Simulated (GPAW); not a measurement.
# Cl/Pt(100): work function by functional and basis, part 4 of 4

Wanted: work functions and dipole of Cl/Pt(100), with the cost of each level.

GPAW 26.7.0; GPAW, PAW setups; slab in vacuum, relaxation (the session's first sound run).

So far, upper work function (eV): step 2 (relaxing the atoms, PBE, GPAW) 5.99; step 6 (self-consistent run: xc = "vdW-DF2", GPAW, PAW setups, GPAW) 6.46; step 7 (self-consistent run: xc = "LDA") 6.23; step 8 (self-consistent run: xc = "RPBE") 5.90; step 9 (real-space grid: mode = "fd", PBE, GPAW) 5.99.

## Step 10: Atomic orbitals: mode = "lcao" (continued)

The electrostatic potential energy of an electron (without an applied field's), less the Fermi level, planar mean oscillates, so the rows of the table below give means over windows of 2 Å about each position, cut where the curve ends. Its maxima inside the range that stand out by 2 % of the span (Å: eV): 10.0: -2.63, 12.0: -2.36, 14.0: -2.22, 16.1: 0.281. Its minima: 9.0: -22.6, 11.0: -22.9, 13.0: -23.0, 15.0: -22.7, 17.0: -21.1.

Table of electrostatic potential energy of an electron (without an applied field's), less the Fermi level, planar mean by z; means over each step:

```
z (Å)  electrostatic potential energy of an electron (without an applied field's), less the Fermi level, planar mean (eV)
 1.00                                                                                                                5.72
 3.00                                                                                                                5.71
 5.00                                                                                                                5.71
 7.00                                                                                                                5.02
 9.00                                                                                                               -11.0
11.00                                                                                                               -11.9
13.00                                                                                                               -11.8
15.00                                                                                                               -11.3
17.00                                                                                                               -7.14
19.00                                                                                                                5.75
21.00                                                                                                                6.04
23.00                                                                                                                6.04
25.00                                                                                                                6.04
```

The upper face's work function is 6.038 eV, against 5.994 eV in the first plane-wave PBE run at this geometry.

## Step 11: The ladder

Times are for 1 thread of Arm Neoverse V1, shared host. Results by setting:

```
no.         run  upper work function (eV)  lower work function (eV)     time  memory (GiB)
  1          pw                     5.994                     5.638  2.7 min          0.25
  2  optPBE vdW                     6.249                     5.798  2.4 min          0.37
  3      revPBE                     5.897                     5.496  2.9 min          0.25
  4     vdW DF2                     6.463                     5.932  7.5 min          0.37
  5         LDA                     6.226                     6.019  2.4 min          0.25
  6        RPBE                     5.901                     5.477  2.7 min          0.25
  7          fd                     5.992                     5.638   14 min           1.2
  8        lcao                     6.038                     5.713   20 min           0.4
```

## Step 12: Side by side

Results and costs are gathered.

This step: comparison of work functions, dipole and cost (GPAW 26.7.0).

Ladder, by row:

```
      step  code  work function, upper (eV)  work function, lower (eV)  dipole (e Å)  wall time (s)  peak memory (GiB)  threads
        pw  GPAW                      5.994                      5.638      -0.01502          161.8               0.25        1
optPBE-vdW  GPAW                      6.249                      5.798      -0.01904          143.5               0.37        1
    revPBE  GPAW                      5.897                      5.496      -0.01694          173.4               0.25        1
   vdW-DF2  GPAW                      6.463                      5.932      -0.02244          448.9               0.37        1
       LDA  GPAW                      6.226                      6.019     -0.008708          143.6               0.25        1
      RPBE  GPAW                      5.901                      5.477      -0.01794            160               0.25        1
        fd  GPAW                      5.992                      5.638      -0.01504          865.8               1.16        1
      lcao  GPAW                      6.038                      5.713      -0.01381           1178                0.4        1
```

## Step 13: A changed run

One more run, with changed settings.

This step: GPAW, PAW setups; slab in vacuum (GPAW 26.7.0).

The input, run.py:

```python
import json
import numpy as np
from ase import Atoms
from gpaw import GPAW, PW

slab = Atoms(
    ['Pt', 'Pt', 'Pt', 'Pt', 'Cl'],
    positions=[
        [1.38593, 1.38593, 9.00000],
        [0.00000, 0.00000, 10.96000],
        [1.38593, 1.38593, 12.96317],
        [-0.00000, 0.00000, 14.96099],
        [1.38593, 1.38593, 17.02843]],
    cell=[[2.77186, 0.0, 0.0], [0.0, 2.77186, 0.0], [0.0, 0.0, 25.43029]],
    pbc=[True, True, False])

slab.calc = GPAW(mode=PW(400), xc='PBE', kpts={'size': (11, 11, 1), 'gamma': True},
                 occupations={'name': 'fermi-dirac', 'width': 0.1}, nbands='160%',
                 convergence={'density': 1e-05}, maxiter=100,
                 poissonsolver={'dipolelayer': 'xy'},
                 symmetry={'tolerance': 1e-3}, txt='slab.txt')
result = {}
energy = slab.get_potential_energy()
fermi = slab.calc.get_fermi_level()
v = slab.calc.get_electrostatic_potential().mean((0, 1)) - fermi
n = slab.calc.get_pseudo_density().mean((0, 1))
L = slab.cell[2, 2]
z = np.arange(len(v)) * L / len(v)
low, high = slab.positions[:, 2].min(), slab.positions[:, 2].max()
below, above = np.interp([low - 1.0, high + 1.0], z, v)
slopes = [np.interp(x, z, np.gradient(v, z)) for x in (low - 1.0, high + 1.0)]
eps = np.array([[slab.calc.get_eigenvalues(k, s) for k in range(len(slab.calc.get_ibz_k_points()))]
                for s in range(slab.calc.get_number_of_spins())]) - fermi
top, bottom = eps[eps < 0].max(), eps[eps > 0].min()
dipole = slab.get_dipole_moment()[2]
print(f'energy {energy:.4f} eV, Fermi level {fermi:.4f} eV, dipole {dipole:.5f} e A')
print(f'potential 1.0 A off the faces, from the Fermi level: lower {below:.4f} eV, upper {above:.4f} eV')
print(f'slope of the potential there: lower {slopes[0]:.5f}, upper {slopes[1]:.5f} eV/A')
print(f'nearest levels on the mesh: {top:.4f} and {bottom:.4f} eV')
print('magnetic moment', round(slab.get_magnetic_moment(), 3))
result.update(energy=energy, fermi=fermi, dipole=dipole, below=below, above=above, slopes=slopes, edges=[top, bottom],
              z=z.tolist(), v=v.tolist(), n=n.tolist(), positions=slab.positions.tolist(),
              forces=slab.get_forces(apply_constraint=False).tolist(), moments=slab.get_magnetic_moments().tolist())
json.dump(result, open('result.json', 'w'))
```

Started as:

```bash
OMP_NUM_THREADS=1 OPENBLAS_NUM_THREADS=1 python run.py
```

Log:

```text
energy -25.4647 eV, Fermi level 0.7130 eV, dipole -0.01502 e A
potential 1.0 A off the faces, from the Fermi level: lower 1.5281 eV, upper 4.0358 eV
slope of the potential there: lower -11.99067, upper 6.83306 eV/A
nearest levels on the mesh: -0.0079 and 0.0091 eV
magnetic moment 0.0
```

Wall time 2.6 min (1 thread of Arm Neoverse V1, shared host); peak memory 0.25 GiB.

The run finished. A setting was moved off its sound value on purpose, so it serves as a test and not as the result.

The fault put into the input: the potential probed 1 A off the face (probe = 1.0).

## Step 14: Results

```yaml
work_function_upper_and_lower_face: 5.994 and 5.638 eV
dipole_along_the_normal: -0.0150 e Å
```

With plane waves and PBE the work function is 5.99 eV on the upper face and 5.64 eV on the lower. The two faces differ by 0.36 eV, the step that the slab's dipole makes (e p/(ε0 A) gives 0.35 eV), so the dipole layer is needed. Over the sound runs of the table the upper face's work function spans 5.897 (revPBE) to 6.463 eV (vdW-DF2). The cell of 7.68 Å² holds one Cl, started on one chosen site; other sites and coverages weren't tried. The in-plane lattice was kept as typed, which isn't the functional's own and leaves some strain; spin-orbit coupling and temperature are left out.

[Logs are printed without paths, hosts, clocks, repeated set-up lines and the standing remarks that a program may print on its own settings, such as how far it seeks lower states.]

[Hosts, paths, dates, database ids (printed as entryN), source tags and the programs' standing remarks are cut or masked in the printed files.]
